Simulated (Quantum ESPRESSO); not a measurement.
## NaF (Villiaumite): a mode Grüneisen parameter, worked out

By how much does an optical zone-centre mode of NaF (Villiaumite) shift under hydrostatic pressure?

Program: Quantum ESPRESSO 7.5. Level of theory: DFT PBEsol, scalar-relativistic, plane waves, GBRV ultrasoft pseudopotentials. Results are calculated unless marked as measured.

**1. The relaxed structure**

It takes space group Fm-3m (No. 225, cubic). The conventional cell has a = 4.646 Å, b = 4.646 Å, c = 4.646 Å, α = 90.00°, β = 90.00°, γ = 90.00°. Nearest to Na lie 6 F at 2.32 Å. Nearest to F lie 6 Na at 2.32 Å. Farther neighbours and most contacts between anions are not listed.

This is the cell after its relaxation at this level of theory, not the database cell from which that began.

**2. Runs at several volumes**

The relaxed cell is scaled uniformly; in this structure symmetry fixes all atoms, so nothing has to be relaxed anew. Each volume gets a ground state and a response at Γ. The mode followed is the highest one without the macroscopic field, of symmetry T1u; longitudinal polar modes lie higher. Cutoff 55 Ry, k mesh 8×8×8.

From the response at V/V₀ = 0.94:

Log:

```text
[banners, grids, parts of the stress and lines that vanish by symmetry left out]
Program PHONON v.7.5
     Reading xml data from directory:

[...]
Exchange-correlation= PBESOL
                           (   1   4  10   8   0   0   0)
[...]
kinetic-energy cut-off    =      55.0000  Ry
     charge density cut-off    =     440.0000  Ry
     convergence threshold     =      1.0E-18
[...]
Exchange-correlation= PBESOL
                           (   1   4  10   8   0   0   0)
[...]
q = (   0.0000000   0.0000000   0.0000000 )
     49 Sym.Ops. (with q -> -q+G )
     G cutoff =  824.4144  (  24933 G-vectors)     FFT grid: ( 45, 45, 45)
     G cutoff =  412.2072  (   8801 G-vectors)  smooth grid: ( 30, 30, 30)
     number of k points=    29
[...]
Mode symmetry, O_h (m-3m)  point group:
[...]
Dielectric constant
[...]
End of electric fields calculation
          Dielectric constant in cartesian axis
          (       1.906285775      -0.000000000       0.000000000 )
          (      -0.000000000       1.906285775      -0.000000000 )
          (       0.000000000      -0.000000000       1.906285775 )
          Effective charges (d Force / dE) in cartesian axis without acoustic sum rule applied (asr)
           atom    1  Na    Mean Z*:        1.00550
      Ex  (        1.00550        0.00000        0.00000 )
      Ey  (        0.00000        1.00550       -0.00000 )
      Ez  (        0.00000       -0.00000        1.00550 )
           atom    2  F     Mean Z*:       -1.00065
      Ex  (       -1.00065        0.00000       -0.00000 )
      Ey  (        0.00000       -1.00065        0.00000 )
      Ez  (       -0.00000        0.00000       -1.00065 )
          Effective charges Sum: Mean:        0.00485
[...]
Effective charges (d Force / dE) in cartesian axis with asr applied:
           atom    1  Na    Mean Z*:        1.00307
[...]
atom    2  F     Mean Z*:       -1.00307
[...]
Representation #   1 modes #   1   2   3
[...]
End of self-consistent calculation
     Convergence has been achieved
     Representation #   2 modes #   4   5   6
[...]
End of self-consistent calculation
     Convergence has been achieved
[...]
Dielectric constant in cartesian axis
          (       1.906285775      -0.000000000       0.000000000 )
          (      -0.000000000       1.906285775      -0.000000000 )
          (       0.000000000      -0.000000000       1.906285775 )
          Effective charges (d Force / dE) in cartesian axis without acoustic sum rule applied (asr)
           atom    1  Na    Mean Z*:        1.00550
      Ex  (        1.00550        0.00000        0.00000 )
      Ey  (        0.00000        1.00550       -0.00000 )
      Ez  (        0.00000       -0.00000        1.00550 )
           atom    2  F     Mean Z*:       -1.00065
      Ex  (       -1.00065        0.00000       -0.00000 )
      Ey  (        0.00000       -1.00065        0.00000 )
      Ez  (       -0.00000        0.00000       -1.00065 )
          Effective charges Sum: Mean:        0.00485
[...]
Effective charges (d Force / dE) in cartesian axis with asr applied:
           atom    1  Na    Mean Z*:        1.00307
[...]
atom    2  F     Mean Z*:       -1.00307
[...]
q = (    0.000000000   0.000000000   0.000000000 )
[...]
freq (    1) =      -0.304302 [THz] =     -10.150410 [cm-1]
     freq (    2) =      -0.304302 [THz] =     -10.150410 [cm-1]
     freq (    3) =      -0.304302 [THz] =     -10.150410 [cm-1]
     freq (    4) =       8.377063 [THz] =     279.428756 [cm-1]
     freq (    5) =       8.377063 [THz] =     279.428756 [cm-1]
     freq (    6) =       8.377063 [THz] =     279.428756 [cm-1]
[...]
Mode symmetry, O_h (m-3m)  point group:
     freq (   1-   3) =        -10.2  [cm-1]   --> T_1u G_15  G_4- I
     freq (   4-   6) =        279.4  [cm-1]   --> T_1u G_15  G_4- I

   JOB DONE.
```

One volume, V/V₀ = 0.97, is held back as a test.

```tsv
V/V₀	volume (Å³/atom)	pressure (GPa)	ω (cm⁻¹)
0.94	11.784	3.50	279.43
0.97	12.160	1.61	held back
1	12.536	0.02	241.86
1.03	12.912	-1.32	224.43
1.06	13.288	-2.45	207.77
```

**3. The fit**

The mode Grüneisen parameter is γ = −d ln ω / d ln V.

```tsv
ln(V/V₀)	ln ω
-0.0619	5.6328
0.0000	5.4884
0.0296	5.4136
0.0583	5.3364
```

A straight line through these points has the slope -2.455, so γ = 2.45; at V/V₀ = 0.97 it predicts ω = exp(5.4837 + 0.0748) = 259.43 cm⁻¹.

A parabola of pressure against ln V through V/V₀ = 0.97, 1 and 1.03 gives the bulk modulus B = −dP/d ln V = 49 GPa at V₀. With ω₀ from the fitted line the pressure coefficient follows as dω/dP = γ ω₀ / B = 2.45 × 240.7 / 49 = 12.1 cm⁻¹/GPa.

**4. The run that was held back**

Log:

```text
[banners, grids, parts of the stress and lines that vanish by symmetry left out]
[banner, memory and clock lines left out]
Program PHONON v.7.5

[...]
Exchange-correlation= PBESOL
                           (   1   4  10   8   0   0   0)
[...]
kinetic-energy cut-off    =      55.0000  Ry
     charge density cut-off    =     440.0000  Ry
     convergence threshold     =      1.0E-18
[...]
Exchange-correlation= PBESOL
                           (   1   4  10   8   0   0   0)
[...]
q = (   0.0000000   0.0000000   0.0000000 )
     49 Sym.Ops. (with q -> -q+G )
     G cutoff =  841.8631  (  25605 G-vectors)     FFT grid: ( 45, 45, 45)
     G cutoff =  420.9315  (   9185 G-vectors)  smooth grid: ( 30, 30, 30)
     number of k points=    29
[...]
Mode symmetry, O_h (m-3m)  point group:
[...]
Dielectric constant
[...]
End of electric fields calculation
          Dielectric constant in cartesian axis
          (       1.898581454      -0.000000000      -0.000000000 )
          (      -0.000000000       1.898581454       0.000000000 )
          (      -0.000000000       0.000000000       1.898581454 )
          Effective charges (d Force / dE) in cartesian axis without acoustic sum rule applied (asr)
           atom    1  Na    Mean Z*:        1.01046
      Ex  (        1.01046       -0.00000       -0.00000 )
      Ey  (       -0.00000        1.01046        0.00000 )
      Ez  (       -0.00000        0.00000        1.01046 )
           atom    2  F     Mean Z*:       -1.00563
      Ex  (       -1.00563       -0.00000       -0.00000 )
[...]
Representation #   1 modes #   1   2   3
[...]
End of self-consistent calculation
     Convergence has been achieved
     Representation #   2 modes #   4   5   6
[...]
End of self-consistent calculation
     Convergence has been achieved
[...]
Dielectric constant in cartesian axis
          (       1.898581454      -0.000000000      -0.000000000 )
          (      -0.000000000       1.898581454       0.000000000 )
          (      -0.000000000       0.000000000       1.898581454 )
          Effective charges (d Force / dE) in cartesian axis without acoustic sum rule applied (asr)
           atom    1  Na    Mean Z*:        1.01046
      Ex  (        1.01046       -0.00000       -0.00000 )
      Ey  (       -0.00000        1.01046        0.00000 )
      Ez  (       -0.00000        0.00000        1.01046 )
           atom    2  F     Mean Z*:       -1.00563
      Ex  (       -1.00563       -0.00000       -0.00000 )
      Ey  (       -0.00000       -1.00563        0.00000 )
      Ez  (       -0.00000        0.00000       -1.00563 )
          Effective charges Sum: Mean:        0.00482
[...]
Effective charges (d Force / dE) in cartesian axis with asr applied:
           atom    1  Na    Mean Z*:        1.00804
[...]
atom    2  F     Mean Z*:       -1.00804
[...]
q = (    0.000000000   0.000000000   0.000000000 )
[...]
freq (    1) =      -0.307955 [THz] =     -10.272281 [cm-1]
     freq (    2) =      -0.307955 [THz] =     -10.272281 [cm-1]
     freq (    3) =      -0.307955 [THz] =     -10.272281 [cm-1]
     freq (    4) =       7.797582 [THz] =     260.099322 [cm-1]
     freq (    5) =       7.797582 [THz] =     260.099322 [cm-1]
     freq (    6) =       7.797582 [THz] =     260.099322 [cm-1]
[...]
Mode symmetry, O_h (m-3m)  point group:
     freq (   1-   3) =        -10.3  [cm-1]   --> T_1u G_15  G_4- I
     freq (   4-   6) =        260.1  [cm-1]   --> T_1u G_15  G_4- I
```

It gives 260.10 cm⁻¹ against the predicted 259.43 cm⁻¹, a miss of 0.7 cm⁻¹.

**5. What came out**

```
mode Grüneisen parameter : 2.455
bulk modulus             : 48.8 GPa
pressure coefficient     : 12.1 cm⁻¹/GPa
```

What this shows: The highest optical mode of NaF (Villiaumite) without the LO-TO term stiffens by 12.1 cm⁻¹ a GPa near the relaxed volume, with γ = 2.45. The power law meets all 5 runs within 0.47 %; between neighbouring volumes γ runs from 2.28 to 2.69. Such a coefficient turns a measured shift of this mode into a hydrostatic stress; uniaxial or biaxial stress splits the mode and needs deformation potentials. The acoustic modes of the response miss zero by 10 cm⁻¹, a numerical error that can touch the optical modes as well. These are harmonic values at zero temperature for the structure held cubic, which a run at Γ can't show to be stable; the bulk modulus rests on three points.

[Host names and launcher messages were left out of these logs when they were recorded.]

[Logs are printed without paths, hosts, clocks, repeated set-up lines and the standing remarks that a program may print on its own settings, such as how far it seeks lower states.]

[Hosts, paths, dates, database ids (printed as entryN), source tags and the programs' standing remarks are cut or masked in the printed files.]
